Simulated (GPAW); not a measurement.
# How the form of the self-energy moves the gap of CaZrN2 (R-3m), part 2 of 2

How much does the gap of CaZrN2 (R-3m) depend on the approximation to the self-energy?

GPAW 26.7.0; LDA and many-body steps on it, plane waves. Known limits of the many-body steps: not at the basis limit; no spin-orbit coupling; coarse k mesh.

So far. Step 3 (G0W0, Godby-Needs plasmon pole): The gap on the mesh goes from 0.40 eV to 1.22 eV, a correction of +0.82 eV. Step 5 (G0W0, extrapolated in the cutoff): Against G0W0 in GPAW (4×4×4 mesh, 113 bands, screening to 96 eV, Godby-Needs plasmon pole), the gap moves by +0.370 eV.

### Step 6. One-shot PBE0

This step: one-shot PBE0 levels on LDA orbitals, plane waves, PAW.

Input file run.py:

```python
import json
import numpy as np
from gpaw.mpi import world
from gpaw.hybrids.eigenvalues import non_self_consistent_eigenvalues

dft, vxc, vxc_hyb = non_self_consistent_eigenvalues('full.gpw', 'PBE0', 14, 18, kpt_indices=[0, 10])
res = {'dft': dft[0], 'hybrid': (dft - vxc + vxc_hyb)[0]}
if world.rank == 0:
    with open('hybrid.txt', 'w') as f:
        for k, e0, e1 in zip([0, 10], res['dft'], res['hybrid']):
            print(k, ' '.join(f'{x:9.4f}' for x in e0), '|', ' '.join(f'{x:9.4f}' for x in e1), file=f)

if world.rank == 0:
    with open('result.json', 'w') as f:
        json.dump(res, f, default=lambda x: x.tolist())
```

Run with:

```
> mpirun -n 4 gpaw python run.py
```

Numbers of over 12 decimals in the logs are rounded to 6 here.

Log:

```text
builder.py:213: UserWarning: The angles between your unit-cell vectors are 32.5, 32.5 and 32.5 degrees.  Results may be wrong!  Please Niggli-reduce your unit-cell so that the angles are closer to 90 degrees:

  from ase.build import niggli_reduce
  niggli_reduce(atoms)
  [... matrices ...]
  warnings.warn(
builder.py:213: UserWarning: The angles between your unit-cell vectors are 32.5, 32.5 and 32.5 degrees.  Results may be wrong!  Please Niggli-reduce your unit-cell so that the angles are closer to 90 degrees:

  from ase.build import niggli_reduce
  niggli_reduce(atoms)
  [... matrices ...]
  warnings.warn(
builder.py:213: UserWarning: The angles between your unit-cell vectors are 32.5, 32.5 and 32.5 degrees.  Results may be wrong!  Please Niggli-reduce your unit-cell so that the angles are closer to 90 degrees:

  from ase.build import niggli_reduce
  niggli_reduce(atoms)
  [... matrices ...]
  warnings.warn(
builder.py:213: UserWarning: The angles between your unit-cell vectors are 32.5, 32.5 and 32.5 degrees.  Results may be wrong!  Please Niggli-reduce your unit-cell so that the angles are closer to 90 degrees:

  from ase.build import niggli_reduce
  niggli_reduce(atoms)
  [... matrices ...]
  warnings.warn(
IBZ(<points: 13, symmetries: 12>)
Occupied bands: 16
Transforming wave functions from IBZ to BZ: 0.040 seconds
Distributing wave functions and iFFT-ing to real space: 0.470 seconds
Calculating eigenvalues:
  k-points: 2
  Bands: 14-17 (inclusive)
  Seconds: 2.376 (wave-function broadcasting: 0.012 seconds)
HSE06-eigenvalue shifts:
  min: -1.004 eV
  ave: 0.239 eV
  max: 1.657 eV
```

Run time: 5.8 s. Hardware: 4 MPI ranks of Arm Neoverse V1, shared host; peak memory 1.5 GiB; 23 s of CPU time.

This step gave:

```yaml
starting_gap_on_the_mesh: 0.3956 eV
hybrid_gap_on_the_mesh: 2.432 eV
least_direct_hybrid_gap_on_the_computed_points: 3.129 eV
```

### Step 7. G0W0, full frequency, Hilbert transform

This step: G0W0 on LDA, plane waves, PAW.

Input file run.py:

```python
import json
import numpy as np
from gpaw.mpi import world
from gpaw.response.g0w0 import G0W0

gw = G0W0('full.gpw',
    filename='gw',
    kpts=[0, 10],
    bands=(14, 18),
    ecut=96,
    nbands=113,
    integrate_gamma='WS',
    frequencies={'type': 'nonlinear', 'domega0': 0.1, 'omega2': 15.0},
    eta=0.1,
    nblocksmax=True)
gw.calculate()
res = {mode: {k: v for k, v in r.items() if k != 'sigma_eskwn'}
       for mode, r in gw.all_results.items()}

if world.rank == 0:
    with open('result.json', 'w') as f:
        json.dump(res, f, default=lambda x: x.tolist())
```

Run with:

```
> mpirun -n 4 gpaw python run.py
```

Log:

```text
Using integrator: PointIntegrator
NonLinearFrequencyDescriptor(from 0.000 to 125.424 eV, 282 points)
Nonperiodic BCs:  [False False False]
Using integrator: PointIntegrator
NonLinearFrequencyDescriptor(from 0.000 to 125.424 eV, 282 points)
Nonperiodic BCs:  [False False False]
  ___  _ _ _
 |   || | | |
 | | || | | |
 |__ ||_____|
 |___|

BZ k-points: Symmetries present (total): 12

  [... matrices ...]
64 k-points: 4 x 4 x 4 Monkhorst-Pack grid + [1/8,1/8,1/8]
13 k-points in the irreducible part of the Brillouin zone
[...]
GW
  14   1.000   8.024 -17.881 -20.679   3.030  -0.367   0.731   8.194
  15   1.000   8.024 -17.881 -20.679   3.030  -0.367   0.731   8.194
  16   0.000  10.573 -16.639 -10.264  -4.645  -0.323   0.756  11.881
[...]
k-point 1 (10): (0.500, 0.500, 0.000)                GW
band       f     eps     vxc     exx   sigma  dsigma       Z      qp
                                                                   GW
[...]
16   0.000   8.420 -13.886  -8.937  -3.666  -0.299   0.770   9.407
  17   0.000  12.900 -18.919 -11.687  -5.322  -0.395   0.717  14.270
```

The job ended after 3.7 min (4 MPI ranks; peak memory 2.1 GiB).

Numbers from this step:

| Item | Value |
| --- | --- |
| G0W0 gap on the points computed | 1.213 eV |
| least direct G0W0 gap on the computed points | 1.937 eV |
| starting gap on the mesh | 0.3956 eV |
| k of the valence top | 0, 0, 0 |
| k of the conduction bottom | 0.5, 0.5, 0 |

Against G0W0 in GPAW (4×4×4 mesh, 113 bands, screening to 96 eV, Godby-Needs plasmon pole), the gap moves by −0.002 eV.

### Step 8. The runs together

Times are wall times on 4 MPI ranks of Arm Neoverse V1, shared host, good to a factor of about two.

```tsv
run	mesh	bands	screening cutoff (eV)	DFT gap (eV)	gap on the mesh (eV)	direct (eV)	time
G0W0, Godby-Needs plasmon pole	4×4×4	113	96	0.396	1.215	1.955	3 min
one-shot HSE06	4×4×4	-	-	0.396	1.814	2.506	6.5 s
G0W0, extrapolated in the cutoff	4×4×4	-	160	0.396	1.586	2.272	11 min
one-shot PBE0	4×4×4	-	-	0.396	2.432	3.129	5.8 s
G0W0, full frequency, Hilbert transform	4×4×4	113	96	0.396	1.213	1.937	3.7 min
```

### Step 9. Results

```yaml
g0w0_godby_needs_plasmon_pole: 1.215 eV
one_shot_hse06: 1.814 eV
g0w0_extrapolated_in_the_cutoff: 1.586 eV
one_shot_pbe0: 2.432 eV
g0w0_full_frequency_hilbert_transform: 1.213 eV
known_limits: not at the basis limit; no spin-orbit coupling; coarse k mesh
```

What this shows: One-shot HSE06: +0.599 eV against G0W0, Godby-Needs plasmon pole. G0W0, extrapolated in the cutoff: +0.370 eV against G0W0, Godby-Needs plasmon pole, at other bands or cutoff, so not like for like. One-shot PBE0: +1.217 eV against G0W0, Godby-Needs plasmon pole. G0W0, full frequency, Hilbert transform: −0.002 eV against G0W0, Godby-Needs plasmon pole. One-shot hybrid levels are evaluated on the LDA orbitals. Bands and cutoff are finite, so the gap is not at the basis limit. The miss can reach some tenths of an eV and take either sign; the mesh is an error of its own. These stock PAW sets were not made for GW. In the G0W0 runs levels were corrected at 2 k points alone, so a gap called «on the mesh» is the least over those, and an edge elsewhere would be missed. The program warns of a poor linear fit in the extrapolation of some level, so the extrapolated values are rough. The 4×4×4 mesh is coarse for this cell, which bears on the long-range parts of exchange and screening. The many-body steps are scalar-relativistic: spin-orbit coupling is not in them.

[Paths, hosts, dates, memory and timing lines, banners, echoed tables and standing remarks are left out of the program output.]

[Logs are printed without paths, hosts, clocks, repeated set-up lines and the standing remarks that a program may print on its own settings, such as how far it seeks lower states.]

[Runs of the session that timed out or met a known fault of the program may be left out.]

[Hosts, paths, dates, database ids (printed as entryN), source tags and the programs' standing remarks are cut or masked in the printed files.]
